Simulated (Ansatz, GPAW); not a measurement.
# Work function of Mg/Cd(0001) at several levels, part 3 of 3

How far do functional and basis move the work function of Mg/Cd(0001)?

GPAW 26.7.0 and Ansatz 0.2.0; Ansatz plane waves; slab in vacuum with a dipole correction, relaxation; PAW set soft_1 (the session's first sound run).

So far, upper work function (eV): step 2 (relaxation, PBE) 3.52; step 4 (self-consistent run: xc = "vdW-DF2", GPAW, PAW setups, GPAW) 3.84; step 5 (self-consistent run: xc = "revPBE") 3.47; step 6 (OptPBE vdW: xc = "optPBE-vdW", GPAW, PAW setups, GPAW) 3.69; step 7 (real-space grid: mode = "fd", PBE, GPAW) 3.52.

### 9. A second plane-wave code

A second program with its own datasets checks the number independently.

This step: Ansatz plane waves; slab in vacuum with a dipole correction; PAW set soft_1 (Ansatz 0.2.0).

input.yaml

```yaml
crystal:
  lattice:
    - [5.96, 0.0, 0.0]
    - [2.98, 5.1615114066, 0.0]
    - [0.0, 0.0, 24.8788731682]
  atoms:
    - { symbol: Cd, position: [0.3333333333, 0.3333333333, 0.2813632254] }
    - { symbol: Cd, position: [0.0, 0.0, 0.3943160904] }
    - { symbol: Cd, position: [0.3335114851, 0.3335114851, 0.5147021931] }
    - { symbol: Cd, position: [-0.0013142228, -0.0013142228, 0.6322660068] }
    - { symbol: Cd, position: [0.3333333333, 0.8333333333, 0.2813632254] }
    - { symbol: Cd, position: [0.0, 0.5, 0.3943160904] }
    - { symbol: Cd, position: [0.3335114851, 0.8329770297, 0.5147021931] }
    - { symbol: Cd, position: [-0.0013142228, 0.5026284455, 0.6322660068] }
    - { symbol: Cd, position: [0.8333333333, 0.3333333333, 0.2813632254] }
    - { symbol: Cd, position: [0.5, 0.0, 0.3943160904] }
    - { symbol: Cd, position: [0.8329770297, 0.3335114851, 0.5147021931] }
    - { symbol: Cd, position: [0.5026284455, -0.0013142228, 0.6322660068] }
    - { symbol: Cd, position: [0.8333333333, 0.8333333333, 0.2813632254] }
    - { symbol: Cd, position: [0.5, 0.5, 0.3943160904] }
    - { symbol: Cd, position: [0.8333333333, 0.8333333333, 0.5117493192] }
    - { symbol: Cd, position: [0.5, 0.5, 0.6315077084] }
    - { symbol: Mg, position: [0.1666666667, 0.1666666667, 0.7380848113] }
kpoints:
  mp_grid: { grid: [6, 6, 1] }
hamiltonian:
  xc: pbe
  pseudopotentials: { kind: paw, azcp: { folder: soft_1 } }
scf:
  occupations: { method: fermi_dirac, width: 0.1 }
efield:
  axis: 3
  dipole_correction: true
  ramp_width: 0.05
output:
  forces: true
  write_potential: true
  write_density: true
  volumetric_format: npy
  elf: true
```

Started as:

```bash
$ ansatz run input.yaml --threads 4 --pin off --max-ram 8192MiB --backend cpu --events-out ev --progress --plain --runs-dir out
```

Numbers of over 12 decimals in the logs are rounded to 6 here.

Output:

```text
[...]
Crystal: 17 atoms, lattice volume = 765.339 Å³
Basis set: ecut = 420 eV, 14879 PW (Γ), exchange–correlation on 80×80×360 points (8 copies of the dense FFT grid, shifted against one another)
Bands: 198, of which v1, the nominal top of the filled ones, is band 165 counted from 1 (164 counted from 0)
Symmetry: 6 space group operations
[...]
k-points: 7 of 36 (time reversal used)
[...]
SCF iter   9: F=-133994.493108 eV  HF=-133994.493108 eV  |F-HF|=1.61e-8  |Δ(HF+E_count)|=   9.26e-9  Δρ=1.68e-6  dr2=2.71e-8  ethr=3.03e-11  p=0.056 e·Å  D=1.32e-2 V/Å  ΔV_dip=-0.33 eV  dr2_dipole=6.10e-11  V_vac-E_F(+/−)=3.52/3.84 eV  ⟨swp⟩=17.4  Hψ=11567  notcnv=0
SCF 1 converged in 9 iterations: F = -133994.493108 eV  dr2 = 2.71e-8
[...]
SCF converged after 9 iterations
Free energy (F): -133994.493108 eV
[...]
Internal energy: -133994.372203 eV  (E = F + TS)
E sigma→0 (E₀):  -133994.432656 eV
Entropy (-TS):   -0.120905 eV (-7.112 meV/atom)
Fermi energy:    4.938770 eV
Dipole field:    D = 0.013208 V/Å  (p = 0.055864 e·Å, saw-weighted, corrected)
Work function:   Φ+ = 3.5163 eV   Φ− = 3.8449 eV
[...]
--- Forces (eV/Å), atoms counted from 1 ---
  atom   1  Cd     0.02798394     0.01615653    -0.11721458
  atom   2  Cd    -0.01979713    -0.01142988     0.11544750
  atom   3  Cd    -0.00341000    -0.00196876     0.00066095
  atom   4  Cd    -0.00209522    -0.00120968     0.00577529
  atom   5  Cd     0.00000000    -0.03231307    -0.11721458
  atom   6  Cd     0.00000000     0.02285976     0.11544750
  atom   7  Cd     0.00000000     0.00393753     0.00066095
  atom   8  Cd    -0.00000000     0.00241936     0.00577529
  atom   9  Cd    -0.02798394     0.01615653    -0.11721458
  atom  10  Cd     0.01979713    -0.01142988     0.11544750
  atom  11  Cd     0.00341000    -0.00196876     0.00066095
  atom  12  Cd     0.00209522    -0.00120968     0.00577529
  atom  13  Cd     0.00000000     0.00000000    -0.10873979
  atom  14  Cd    -0.00000000    -0.00000000     0.11629761
  atom  15  Cd     0.00000000     0.00000000    -0.00844954
  atom  16  Cd    -0.00000000    -0.00000000    -0.00036862
  atom  17  Mg    -0.00000000    -0.00000000    -0.01276230
  max |Σ_I F_I| component: 1.52e-5 eV/Å
--- Band table (eV; the first three rows and the last of 7) ---
  k-point 0: bands = [... 161 lower, 3.5619, 3.7229, 3.7430, 3.7430, 4.0040, 5.1568, 5.1568, 5.2104, ... 29 higher]
  k-point 1: bands = [... 161 lower, 3.8673, 4.0700, 4.2101, 4.4048, 4.4065, 5.4007, 5.4334, 5.5759, ... 29 higher]
  k-point 2: bands = [... 161 lower, 3.5434, 3.6072, 4.4110, 4.7977, 4.8617, 5.6205, 6.0347, 6.3024, ... 29 higher]
  k-point 6: bands = [... 161 lower, 5.0540, 5.0841, 5.3713, 5.4036, 5.5893, 5.7930, 5.9633, 5.9676, ... 29 higher]
```

Run time: 40 s. Hardware: 4 threads of Arm Neoverse V2, shared host; peak memory 3.1 GiB; 2.7 min of CPU time.

Reading the cycles: dr2 is the Hartree energy of the density residual (eV), the measure of convergence; HF is the Harris–Foulkes estimate of the energy, which meets the free energy F at convergence.

This step gave:

| Item | Value |
| --- | --- |
| upper work function | 3.516 eV |
| lower work function | 3.845 eV |
| dipole along the normal | 0.05586 e·Å |
| vacuum level above | 8.455 eV |
| vacuum level below | 8.784 eV |

Table of electrostatic potential energy of an electron (with the applied field's), less the Fermi level, planar mean by z:

| z (Å) | electrostatic potential energy of an electron (with the applied field's), less the Fermi level, planar mean (eV) |
| --- | --- |
| 0.0 | 3.62 |
| 0.5 | 3.75 |
| 1.0 | 3.84 |
| 1.5 | 3.84 |
| 2.0 | 3.84 |
| 2.5 | 3.84 |
| 3.0 | 3.84 |
| 3.5 | 3.84 |
| 4.0 | 3.82 |
| 4.5 | 3.75 |
| 5.0 | 3.51 |
| 5.5 | 2.70 |
| 6.0 | -0.388 |
| 6.5 | -7.91 |
| 7.0 | -11.7 |
| 7.5 | -8.04 |
| 8.0 | -0.754 |
| 8.5 | 1.09 |
| 9.0 | -3.36 |
| 9.5 | -10.2 |
| 10.0 | -11.2 |
| 10.5 | -5.27 |
| 11.0 | 0.950 |
| 11.5 | 1.36 |
| 12.0 | -3.75 |
| 12.5 | -10.4 |
| 13.0 | -11.0 |
| 13.5 | -4.86 |
| 14.0 | 1.04 |
| 14.5 | 1.05 |
| 15.0 | -4.78 |
| 15.5 | -11.0 |
| 16.0 | -10.6 |
| 16.5 | -3.90 |
| 17.0 | 1.42 |
| 17.5 | 1.91 |
| 18.0 | -0.327 |
| 18.5 | -1.48 |
| 19.0 | 1.23 |
| 19.5 | 2.62 |
| 20.0 | 3.17 |
| 20.5 | 3.39 |
| 21.0 | 3.47 |
| 21.5 | 3.50 |
| 22.0 | 3.51 |
| 22.5 | 3.51 |
| 23.0 | 3.52 |
| 23.5 | 3.52 |
| 24.0 | 3.52 |
| 24.5 | 3.52 |

The valence density, planar mean oscillates, so the rows of the table below give means over windows of 2.83 Å about each position, cut where the curve ends. Its maxima inside the range that stand out by 2 % of the span (Å: e/Å³): 7.0: 2.69, 9.8: 2.71, 12.9: 2.65, 15.8: 2.70, 18.4: 0.436. Its minima: 8.4: 0.106, 11.3: 0.0873, 14.2: 0.0909, 17.6: 0.0425.

Table of valence density, planar mean by z; means over each step:

z (Å), valence density, planar mean (e/Å³) and a bar:
```
     1.42       0.00 
     4.25       0.01 
     7.08       0.91 ##############################
     9.91       0.92 ##############################
    12.73       0.91 ##############################
    15.57       0.91 ##############################
    18.39       0.12 ####
    21.23       0.00 
    24.05       0.00
```

Force by atom:

| atom | x (eV/Å) | y (eV/Å) | z (eV/Å) | size |
| --- | --- | --- | --- | --- |
| Cd1 | 0.028 | 0.016 | -0.117 | 0.122 |
| Cd2 | -0.020 | -0.011 | 0.115 | 0.118 |
| Cd3 | -0.003 | -0.002 | 0.001 | 0.004 |
| Cd4 | -0.002 | -0.001 | 0.006 | 0.006 |
| Cd5 | 0.000 | -0.032 | -0.117 | 0.122 |
| Cd6 | 0.000 | 0.023 | 0.115 | 0.118 |
| Cd7 | 0.000 | 0.004 | 0.001 | 0.004 |
| Cd8 | 0.000 | 0.002 | 0.006 | 0.006 |
| Cd9 | -0.028 | 0.016 | -0.117 | 0.122 |
| Cd10 | 0.020 | -0.011 | 0.115 | 0.118 |
| Cd11 | 0.003 | -0.002 | 0.001 | 0.004 |
| Cd12 | 0.002 | -0.001 | 0.006 | 0.006 |
| Cd13 | 0.000 | 0.000 | -0.109 | 0.109 |
| Cd14 | 0.000 | 0.000 | 0.116 | 0.116 |
| Cd15 | 0.000 | 0.000 | -0.008 | 0.008 |
| Cd16 | 0.000 | 0.000 | 0.000 | 0.000 |
| Mg17 | 0.000 | 0.000 | -0.013 | 0.013 |

Valence density in the ca plane at fractional y = 0.000, with atoms of Cd within 0.2 Å of it. It is the smooth field of the valence electrons, not physical close to the nuclei.

Ten steps, logarithmic in the rise over the least value, from '0' (0 e/Å³) to '9' (23 e/Å³), each cell a mean:
```
26897310001110012589741000000000000000000000
14664210011110001366521000000000000000000000
11222100112221000122210000000000000000000000
01111000123321000111100000000000000000000000
01111000123321000111110000000000000000000000
12443100012211001244310000000000000000000000
25786310011110002578631000000000000000000000
37998410001110012699851000000000000000000000
26897310001110012589741000000000000000000000
14664210011111001356521000000000000000000000
11222100012221000122210000000000000000000000
01111000123321000111100000100000000000000000
01111000112321000111110000100000000000000000
12443100011211001244311000000000000000000000
25786310011110002478631000000000000000000000
37998410001110012699851000000000000000000000
```
Columns run along c (16.0 Å, from fractional 0.36 to 1.00 of the cell), rows up along a (6.0 Å). Atoms in or near the plane, at fractional coordinates: Cd at (0.39, 0.00), Cd at (0.63, 0.00), Cd at (0.39, 0.50), Cd at (0.63, 0.50).

ELF in the ca plane at fractional y = 0.000, with atoms of Cd within 0.2 Å of it. It is the smooth field of the valence electrons, not physical close to the nuclei.

Ten even steps from '0' (0.00) to '9' (0.99), each cell a mean:
```
24774211222232212368532222456765421000000000
22333211222222111234322111122221000000000000
12222111122221111222222110000000000000000000
22222211122221111222222100000000000000000000
22222211122221111222222110000000000000000000
12232111112222111223222110011100000000000000
23553211222222112356422211244543210000000000
24895311233333212479632223578887642000000000
24774211222222212367532235689999975310000000
22333211222222111233322343358999998531000000
12222111122221111222222331015999998741000000
22222211122221112222223420003899999752000000
22222211122221111222223320003899999742000000
12232211122222111223222332136999998631000000
23553211222222112345422245578999987420000000
24895311233332212479632234689999864100000000
```
Columns run along c (16.0 Å, from fractional 0.36 to 1.00 of the cell), rows up along a (6.0 Å). Atoms in or near the plane, at fractional coordinates: Cd at (0.39, 0.00), Cd at (0.63, 0.00), Cd at (0.39, 0.50), Cd at (0.63, 0.50).

Electrostatic potential energy in the ca plane at fractional y = 0.000, with atoms of Cd within 0.2 Å of it. With pseudopotentials it is smooth inside the atoms' cores, unlike the true potential.

Ten even steps from '0' (-26 eV) to '9' (9 eV), each cell a mean:
```
51000489999999986200037999999999999999999999
74113689988789997421268999999999999999999999
87667899875578999765689999999999999999999999
98888999864358999988899999999999999999999999
98778999864468999877899999999999999999999999
85335799987678998633479999999999999999999999
62001589998889997200148999999999999999999999
51000389999999985100037999999999999999999999
51000489999999986200037999999999999999999999
74113689988789997421268988888999999999999999
87667899875568999866789887778999999999999999
98888999864357999988899886667899999999999999
98778999874458999887889887678899999999999999
85335799987678998643478987778999999999999999
62001589998889997300148998889999999999999999
51000389999999985100037999999999999999999999
```
Columns run along c (16.0 Å, from fractional 0.36 to 1.00 of the cell; values clipped at the 3rd and 97th percentile), rows up along a (6.0 Å). Atoms in or near the plane, at fractional coordinates: Cd at (0.39, 0.00), Cd at (0.63, 0.00), Cd at (0.39, 0.50), Cd at (0.63, 0.50).

The upper face's work function is 3.516 eV, against 3.522 eV in the first plane-wave PBE run at this geometry.

### 10. Side by side

Results and costs are gathered.

This step: comparison of work functions, dipole and cost; PAW set soft_1 (GPAW 26.7.0).

Ladder, by row:

| step | code | work function, upper (eV) | work function, lower (eV) | dipole (e Å) | wall time (s) | peak memory (GiB) | threads |
| --- | --- | --- | --- | --- | --- | --- | --- |
| pw | GPAW | 3.522 | 3.864 | 0.05772 | 1456 | 1.06 | 1 |
| vdW-DF2 | GPAW | 3.841 | 4.192 | 0.05922 | 1390 | 1.5 | 1 |
| revPBE | GPAW | 3.471 | 3.72 | 0.04176 | 1442 | 1.07 | 1 |
| optPBE-vdW | GPAW | 3.686 | 4.038 | 0.05934 | 1445 | 1.49 | 1 |
| fd | GPAW | 3.521 | 3.863 | 0.05822 | 6489 | 5.99 | 1 |
| ansatz | Ansatz | 3.516 | 3.845 | 0.05586 | 40.4 | 3.052 | 4 |

### 11. Results

```yaml
work_function_upper_and_lower_face: 3.522 and 3.864 eV
dipole_along_the_normal: 0.0577 e Å
```

What this shows: With plane waves and PBE the work function is 3.52 eV on the upper face and 3.86 eV on the lower. The two faces differ by 0.34 eV, the step that the slab's dipole makes (e p/(ε0 A) gives 0.34 eV), so the dipole layer is needed. Over the sound runs of the table the upper face's work function spans 3.471 (revPBE) to 3.841 eV (vdW-DF2). The two plane-wave codes differ by 0.0056 eV on the upper face. The cell of 30.8 Å² holds one Mg, started on one chosen site; other sites and coverages weren't tried. The in-plane lattice was kept as typed, which isn't the functional's own and leaves some strain; spin-orbit coupling and temperature are left out.

[Logs are printed without paths, hosts, clocks, repeated set-up lines and the standing remarks that a program may print on its own settings, such as how far it seeks lower states.]

[Hosts, paths, dates, database ids (printed as entryN), source tags and the programs' standing remarks are cut or masked in the printed files.]
